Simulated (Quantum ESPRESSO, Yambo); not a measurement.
# BN (P6_3/mmc): changed settings of a GW run in Yambo

Aim: change inputs of a GW run on BN (P6_3/mmc) and see what moves.

Method: PBE and many-body steps on it, plane waves, in Yambo 5.3.0.

Report form: the programs' logs are mostly left out.

**1. The starting structure**

It takes space group P6_3/mmc (No. 194, hexagonal). The conventional cell has a = 2.504 Å, b = 2.504 Å, c = 6.661 Å, α = 90.00°, β = 90.00°, γ = 120.00°. Nearest to B lie 3 N at 1.45 Å. N has 3 B at 1.45 Å nearest. Farther neighbours and most contacts between anions are not listed.

Coordinates:

```xyz
4
Lattice="2.5040 0.0000 0.0000 -1.2520 2.1685 0.0000 0.0000 0.0000 6.6612" Properties=species:S:1:pos:R:3 pbc="T T T"
B     0.0000    1.4457    1.6653
B     1.2520    0.7228    4.9959
N     0.0000    1.4457    4.9959
N     1.2520    0.7228    1.6653
```

The cell and positions come from the Crystallography Open Database and are kept as given unless a step says otherwise.

**2. Base**

This step: Yambo 5.3.0; G0W0 on PBE, plane waves, norm-conserving pseudopotentials.

Now the one-shot GW correction: screening in the RPA, then the self-energy of the levels asked for.

gw2.in

```
HF_and_locXC
gw0
dyson
ppa
em1d
rim_cut
RandQpts= 1000000
RandGvec= 1 RL
EXXRLvcs= 72 Ry
VXCRLvcs= 288 Ry
Chimod= "HARTREE"
% BndsRnXp
 1 | 182 |
%
NGsBlkXp= 17 Ry
% LongDrXp
 1 | 1 | 1 |
%
% GbndRnge
 1 | 182 |
%
DysSolver= "n"
ExtendOut
PPAPntXp= 27.21138 eV
% QPkrange
 14 | 14 | 7 | 10 |
 7 | 7 | 7 | 10 |
 1 | 1 | 7 | 10 |
%
```

Command:

```console
$ OMP_NUM_THREADS=1 mpirun -n 4 yambo -F gw2.in -J gw2 -C gw2 > gw2.log
```

Wall time 7.2 min (4 MPI ranks of Intel Xeon Platinum 8259CL at 2.50GHz (Skylake/Cascade Lake), shared host); peak memory 1.7 GiB.

Numbers from this step:

- G0W0 gap on the points computed: 5.744 eV
- starting gap on the mesh: 4.314 eV
- k of the valence top: 0.3333, 0.3333, -0.5
- k of the conduction bottom: 0, -0.5, 0
- least direct G0W0 gap on the computed points: 6.215 eV
- Z at the valence top: 0.8042
- Z at the conduction bottom: 0.8396

The gap on the mesh goes from 4.31 eV to 5.74 eV, a correction of +1.43 eV.

**3. More G vectors in the random integration**

gw6.in, as its differences from gw2.in of step 2:

```diff
@@ -7,3 +7,3 @@
 RandQpts= 1000000
-RandGvec= 1 RL
+RandGvec= 59 RL
 EXXRLvcs= 72 Ry
@@ -29 +29,2 @@
 %
+QpgFull
```

Command:

```console
$ OMP_NUM_THREADS=1 mpirun -n 4 yambo -F gw6.in -J gw6,gw2_W -C gw6 > gw6.log
```

Elapsed: 8.5 min, on 4 MPI ranks; peak memory 1.7 GiB.

This step gave:

```yaml
g0w0_gap_on_the_points_computed: 5.779 eV
starting_gap_on_the_mesh: 4.314 eV
k_of_the_valence_top: 0.3333, 0.3333, -0.5
k_of_the_conduction_bottom: 0, -0.5, 0
least_direct_g0w0_gap_on_the_computed_points: 6.249 eV
z_at_the_valence_top: 0.8032
z_at_the_conduction_bottom: 0.8387
```

Against G0W0 in Yambo (6×6×2 mesh, 182 bands, screening to 231.3 eV, Godby-Needs plasmon pole), the gap moves by +0.035 eV.

**4. Pole fitted at another frequency**

gw7.in, as its differences from gw6.in of step 3:

```diff
@@ -7,3 +7,3 @@
 RandQpts= 1000000
-RandGvec= 59 RL
+RandGvec= 1 RL
 EXXRLvcs= 72 Ry
@@ -23,3 +23,3 @@
 ExtendOut
-PPAPntXp= 27.21138 eV
+PPAPntXp= 5 eV
 % QPkrange
@@ -29,2 +29 @@
 %
-QpgFull
```

Command:

```console
$ OMP_NUM_THREADS=1 mpirun -n 4 yambo -F gw7.in -J gw7 -C gw7 > gw7.log
```

Wall time 8.2 min (4 MPI ranks); peak memory 1.7 GiB.

Numbers from this step:

| Item | Value |
| --- | --- |
| G0W0 gap on the points computed | 5.660 eV |
| starting gap on the mesh | 4.314 eV |
| k of the valence top | 0.3333, 0.3333, -0.5 |
| k of the conduction bottom | 0, -0.5, 0 |
| least direct G0W0 gap on the computed points | 6.118 eV |

Against G0W0 in Yambo (6×6×2 mesh, 182 bands, screening to 231.3 eV, Godby-Needs plasmon pole), the gap moves by −0.084 eV.

**5. Side by side**

Times are wall times on 4 MPI ranks of Intel Xeon Platinum 8259CL at 2.50GHz (Skylake/Cascade Lake), shared host. The host was busy with other work, so they are no guide to cost.

```csv
run,mesh,bands,screening cutoff (eV),DFT gap (eV),gap on the mesh (eV),direct (eV),time
base,6×6×2,182,231.3,4.314,5.744,6.215,7.2 min
more G vectors in the random integration,6×6×2,182,231.3,4.314,5.779,6.249,8.5 min
pole fitted at another frequency,6×6×2,182,231.3,4.314,5.660,6.118,8.2 min
```

**6. Summary of results**

```yaml
base: 5.744 eV
more_g_vectors_in_the_random_integration: 5.779 eV
pole_fitted_at_another_frequency: 5.660 eV
known_limits: not at the basis limit; coarse k mesh
```

What this shows: More G vectors in the random integration: +0.035 eV against base (keys changed: RandGvec and QpgFull; the shift is their joint effect). Pole fitted at another frequency: −0.084 eV against base (keys changed: PPAPntXp). Bands and cutoff are finite, so the gap is not at the basis limit. The miss can reach some tenths of an eV and take either sign; the mesh is an error of its own. In the G0W0 runs levels were corrected at 3 k points alone, so a gap called «on the mesh» is the least over those, and an edge elsewhere would be missed. The 6×6×2 mesh is coarse for this cell, which bears on the long-range parts of exchange and screening.

[Paths, hosts, dates, memory and timing lines, banners, echoed tables and standing remarks are left out of the program output.]

[Logs are printed without paths, hosts, clocks, repeated set-up lines and the standing remarks that a program may print on its own settings, such as how far it seeks lower states.]

[Runs of the session that timed out or met a known fault of the program may be left out.]

[Hosts, paths, dates, database ids (printed as entryN), source tags and the programs' standing remarks are cut or masked in the printed files.]
